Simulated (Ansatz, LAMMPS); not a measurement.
# What went wrong? liquid ethylene carbonate at 313 K (110 atoms)

Program: Ansatz 0.2.0. The cell: 33 O, 33 C and 44 H.

File input.yaml:

```yaml
crystal:
  lattice:
    - [10.67847, 0.0, 0.0]
    - [0.0, 10.67847, 0.0]
    - [0.0, 0.0, 10.67847]
  atoms:
    - { symbol: O, position: [0.32024, 0.98273, 0.87082] }
    - { symbol: C, position: [0.37473, 0.00602, 0.9685] }
    - { symbol: O, position: [0.31631, 0.02748, 0.07818] }
    - { symbol: C, position: [0.40504, 0.04244, 0.16951] }
    - { symbol: C, position: [0.521, 0.08074, 0.09363] }
    - { symbol: O, position: [0.49789, 0.02679, 0.97475] }
    - { symbol: H, position: [0.37735, 0.11968, 0.23556] }
    - { symbol: H, position: [0.41268, 0.96408, 0.22796] }
    - { symbol: H, position: [0.60999, 0.03993, 0.12692] }
    - { symbol: H, position: [0.5377, 0.17888, 0.07555] }
    - { symbol: O, position: [0.59788, 0.294, 0.25593] }
    - { symbol: C, position: [0.65465, 0.31416, 0.35481] }
    - { symbol: O, position: [0.75221, 0.23628, 0.38676] }
    - { symbol: C, position: [0.81292, 0.30365, 0.48456] }
    - { symbol: C, position: [0.70986, 0.38535, 0.5365] }
    - { symbol: O, position: [0.65819, 0.42325, 0.42608] }
    - { symbol: H, position: [0.86287, 0.24835, 0.55116] }
    - { symbol: H, position: [0.8756, 0.36843, 0.44281] }
    [... 86 atom lines left out ...]
    - { symbol: C, position: [0.72948, 0.28281, 0.89052] }
    - { symbol: O, position: [0.77401, 0.22815, 0.7825] }
    - { symbol: H, position: [0.85688, 0.35984, 0.03421] }
    - { symbol: H, position: [0.87769, 0.43289, 0.90227] }
    - { symbol: H, position: [0.66666, 0.36183, 0.86915] }
    - { symbol: H, position: [0.68499, 0.20909, 0.94625] }
kpoints:
  mp_grid: { grid: [1, 1, 1] }
  KSPACING: 400
hamiltonian:
  xc: r2scan
  dispersion: d4
scf:
  occupations: { method: fixed }
  max_iter: 50
output:
  forces: true
```

Run with:

```bash
$ ansatz run input.yaml --threads 4 --pin off --max-ram 8192MiB --backend cpu --events-out ev --progress --plain --runs-dir out
```

Output:

```text
Error: YAML parse error: error: line 119 column 3: unknown field `KSPACING`, expected one of mp_grid, list, band_path, initial_grid, further_shifts
   --> <input>:119:3
    |
117 | kpoints:
118 |   mp_grid: { grid: [1, 1, 1] }
119 |   KSPACING: 400
    |   ^ unknown field `KSPACING`, expected one of mp_grid, list, band_path, initial_grid, further_shifts
120 | hamiltonian:
121 |   xc: r2scan
    |
```

Run time: 0.02 s. Hardware: 4 threads of Intel Xeon Platinum 8488C (Sapphire Rapids), shared host; peak memory 0.029 GiB.

What is at fault here, and what would mend it?

A keyword of another program: kpoints.KSPACING = 400.

The fix is to take the foreign keyword out.

The program refused it before any cycle.

[Logs are printed without paths, hosts, clocks, repeated set-up lines and the standing remarks that a program may print on its own settings, such as how far it seeks lower states.]

[Hosts, paths, dates, database ids (printed as entryN), source tags and the programs' standing remarks are cut or masked in the printed files.]
